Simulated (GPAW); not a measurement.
# A GW chain in GPAW: SrLi2SnS4 (I-42m), part 2 of 2

How does a plane-wave GW calculation on SrLi2SnS4 (I-42m) run from the first input to the gap?

GPAW 26.7.0; PBE and many-body steps on it, plane waves. Known limits of the many-body steps: not at the basis limit; no spin-orbit coupling; coarse k mesh.

So far. Step 2 (Ground state): The gap is direct, at (0.500, 0.500, 0.500). Step 3 (Empty states on the mesh, 2×2×2 mesh, 408 bands): On this mesh the gap is 2.682 eV.

## 4. Screening and self-energy, 2×2×2 mesh, 185 bands, screening to 60 eV

Now the one-shot GW correction: screening in the RPA, then the self-energy of the levels asked for.

This step: G0W0 on PBE, plane waves, PAW.

run.py reads:

```python
import json
import numpy as np
from gpaw.mpi import world
from gpaw.response.g0w0 import G0W0

gw = G0W0('full.gpw',
    filename='gw',
    kpts=[0, 3],
    bands=(23, 27),
    ecut=60,
    nbands=185,
    integrate_gamma='WS',
    ppa=True)
gw.calculate()
res = {mode: {k: v for k, v in r.items() if k != 'sigma_eskwn'}
       for mode, r in gw.all_results.items()}

if world.rank == 0:
    with open('result.json', 'w') as f:
        json.dump(res, f, default=lambda x: x.tolist())
```

On the command line:

```console
$ mpirun -n 4 gpaw python run.py
```

Numbers of over 12 decimals in the logs are rounded to 6 here.

Output:

```text
Using integrator: PointIntegrator
FrequencyGridDescriptor(from 0.000+0.000j to 0.000+27.211j eV, 2 points)
Nonperiodic BCs:  [False False False]
Using integrator: PointIntegrator
FrequencyGridDescriptor(from 0.000+0.000j to 0.000+27.211j eV, 2 points)
Nonperiodic BCs:  [False False False]
  ___  _ _ _
 |   || | | |
 | | || | | |
 |__ ||_____|
 |___|

BZ k-points: Symmetries present (total): 8

  [... matrices ...]
8 k-points: 2 x 2 x 2 Monkhorst-Pack grid + [1/4,1/4,1/4]
4 k-points in the irreducible part of the Brillouin zone
       k-points in crystal coordinates                weights
   0:     0.00000000    0.00000000    0.00000000          1/8
   1:     0.50000000    0.00000000    0.50000000          4/8
   2:     0.50000000    0.50000000    0.00000000          2/8
   3:     0.50000000    0.50000000    0.50000000          1/8

Distributing spins, k-points and bands (1 x 2 x 4) over 4 processes
Number of blocks: 1

Quasi particle states:
k-points (IBZ indices): [0, 3]
Band range: (23, 27)
  [... matrices ...]
Computational parameters:
Plane wave cut-off: 60 eV
Number of bands: 185
Coulomb cutoff: None
Broadening: 0.1 eV

fxc modes: GW
Kernel: RPA
Using Godby-Needs plasmon-pole approximation:
  Fitting energy: i*E0, E0 = 1.000 Hartree
Summing all q:

Calculating screened Coulomb potential
No Coulomb truncation
FrequencyGridDescriptor(from 0.000+0.000j to 0.000+27.211j eV, 2 points)
Removing empty qpoint cache files...

Calculating chi0 body with:
    Ground state adapter containing:
    Number of spins: 1
    Number of kpoints: 8
    Number of irreducible kpoints: 4
    Number of completely occupied states: 25
    Number of partially occupied states: 25
    Occupied states memory: 16.355515 M / cpu

    Linear response parametrization:
    q_c: [0.0, 0.0, 0.0]
    Number of frequency points: 2
    Planewave cutoff: 60.0
    Number of bands: 185
    Number of planewaves: 165
    Broadening (eta): 1e-06
    comm.size: 4
    kncomm.size: 4
    blockcomm.size: 1

    Memory estimate of potentially large arrays:
        chi0_wGG: 0.830841 M / cpu
Integrating chi0 body.

Symmetries of q_c:
    Direct symmetries (Uq -> q): 8
    Indirect symmetries (TUq -> q): 8
In total 16 allowed symmetries.

  [... matrices ...]
4 groups of equivalent kpoints. 50.0% reduction.

Integral kind: response function
Integrating chi0 head and wings.

Symmetries of q_c:
    Direct symmetries (Uq -> q): 8
    Indirect symmetries (TUq -> q): 8
In total 16 allowed symmetries.

  [... matrices ...]
4 groups of equivalent kpoints. 50.0% reduction.

Integral kind: response function wings

Calculating chi0 body with:
    Ground state adapter containing:
    Number of spins: 1
    Number of kpoints: 8
    Number of irreducible kpoints: 4
    Number of completely occupied states: 25
    Number of partially occupied states: 25
    Occupied states memory: 16.355515 M / cpu

    Linear response parametrization:
[... the further q-points ...]

Results:
f:      Occupation numbers
eps:     KS-eigenvalues [eV]
vxc:     KS vxc [eV]
exx:     Exact exchange [eV]
sigma:   Self-energies [eV]
dsigma:  Self-energy derivatives
Z:       Renormalization factors
qp:      QP-energies [eV]

k-point 0 (0): (0.000, 0.000, 0.000)                GW
band       f     eps     vxc     exx   sigma  dsigma       Z      qp
                                                                   GW
  23   1.000   3.175 -15.254 -18.151   2.254  -0.271   0.787   2.669
  24   1.000   3.175 -15.254 -18.151   2.254  -0.271   0.787   2.669
  25   0.000   6.245 -13.781  -9.458  -3.215  -0.235   0.810   7.143
  26   0.000   7.500  -9.951  -5.768  -3.371  -0.214   0.824   8.169

k-point 1 (3): (0.500, 0.500, 0.500)                GW
band       f     eps     vxc     exx   sigma  dsigma       Z      qp
                                                                   GW
  23   1.000   3.075 -14.617 -17.722   2.372  -0.275   0.784   2.500
  24   1.000   3.555 -15.047 -18.074   2.352  -0.273   0.786   3.025
  25   0.000   6.237 -12.946  -8.577  -3.135  -0.224   0.817   7.246
  26   0.000   7.712 -11.349  -7.056  -3.434  -0.223   0.818   8.415
```

Elapsed: 30 s, on 4 MPI ranks of Arm Neoverse V2, shared host; peak memory 2 GiB.

This step gave:

```
G0W0 gap on the points computed              : 4.117 eV
least direct G0W0 gap on the computed points : 4.221 eV
Z at the valence top                         : 0.7855
Z at the conduction bottom                   : 0.8099
starting gap on the mesh                     : 2.682 eV
k of the valence top                         : 0.5, 0.5, 0.5
k of the conduction bottom                   : 0, 0, 0
```

The gap on the mesh goes from 2.68 eV to 4.12 eV, a correction of +1.44 eV.

Limits: finite bands, cutoff and mesh; no spin-orbit coupling; coarse k mesh. v1 is the top filled band, c1 the lowest empty one. Levels before and after the correction, in eV, zero at the valence-band top of each column:

|  | conduction bottom | valence top |
| --- | --- | --- |
| Kohn-Sham | 2.68 | 0.00 |
| G0W0 | 4.12 | 0.00 |

|  | level | energy (eV) |
| --- | --- | --- |
| Kohn-Sham | Γ v2-v1 | -0.380 |
| Kohn-Sham | Γ c1 | 2.689 |
| Kohn-Sham | Γ c2 | 3.944 |
| Kohn-Sham | (0.5 0.5 0.5) v2 | -0.480 |
| Kohn-Sham | (0.5 0.5 0.5) v1 | 0.000 |
| Kohn-Sham | (0.5 0.5 0.5) c1 | 2.682 |
| Kohn-Sham | (0.5 0.5 0.5) c2 | 4.157 |
| G0W0 | Γ v2-v1 | -0.356 |
| G0W0 | Γ c1 | 4.117 |
| G0W0 | Γ c2 | 5.143 |
| G0W0 | (0.5 0.5 0.5) v2 | -0.525 |
| G0W0 | (0.5 0.5 0.5) v1 | 0.000 |
| G0W0 | (0.5 0.5 0.5) c1 | 4.221 |
| G0W0 | (0.5 0.5 0.5) c2 | 5.390 |

## 5. Where the time went

Times are wall times on 4 MPI ranks of Arm Neoverse V2, shared host, good to a factor of about two.

| step | time | share | memory (GiB) |
| --- | --- | --- | --- |
| ground state | 75 s | 27 % | 1.1 |
| empty states on the mesh | 2.9 min | 62 % | 1.7 |
| screening and self-energy | 30 s | 11 % | 2.0 |

## 6. Results

| Quantity | Value |
| --- | --- |
| PBE gap | 2.68 eV, direct |
| G0W0 gap on the mesh | 4.12 eV |
| GW settings | 2×2×2 mesh, 185 bands, screening to 60 eV, Godby-Needs plasmon pole |
| known limits | not at the basis limit; no spin-orbit coupling; coarse k mesh |

What this shows: G0W0 moves the gap on the mesh from 2.68 eV to 4.12 eV (+1.44 eV), with Z of 0.79 and 0.81 at the edges. G0W0 makes the gap indirect: the least direct gap computed is 4.22 eV. Only 2 of the mesh's irreducible points were corrected, so a valley elsewhere could overtake. The dearest step here is «empty states on the mesh». Bands and cutoff are finite, so the gap is not at the basis limit. The miss can reach some tenths of an eV and take either sign; the mesh is an error of its own. These stock PAW sets were not made for GW. In the G0W0 run levels were corrected at 2 k points alone, so a gap called «on the mesh» is the least over those, and an edge elsewhere would be missed. The 2×2×2 mesh is coarse for this cell, which bears on the long-range parts of exchange and screening. The many-body steps are scalar-relativistic: spin-orbit coupling is not in them.

[Paths, hosts, dates, memory and timing lines, banners, echoed tables and standing remarks are left out of the program output.]

[Logs are printed without paths, hosts, clocks, repeated set-up lines and the standing remarks that a program may print on its own settings, such as how far it seeks lower states.]

[Runs of the session that timed out or met a known fault of the program may be left out.]

[Hosts, paths, dates, database ids (printed as entryN), source tags and the programs' standing remarks are cut or masked in the printed files.]
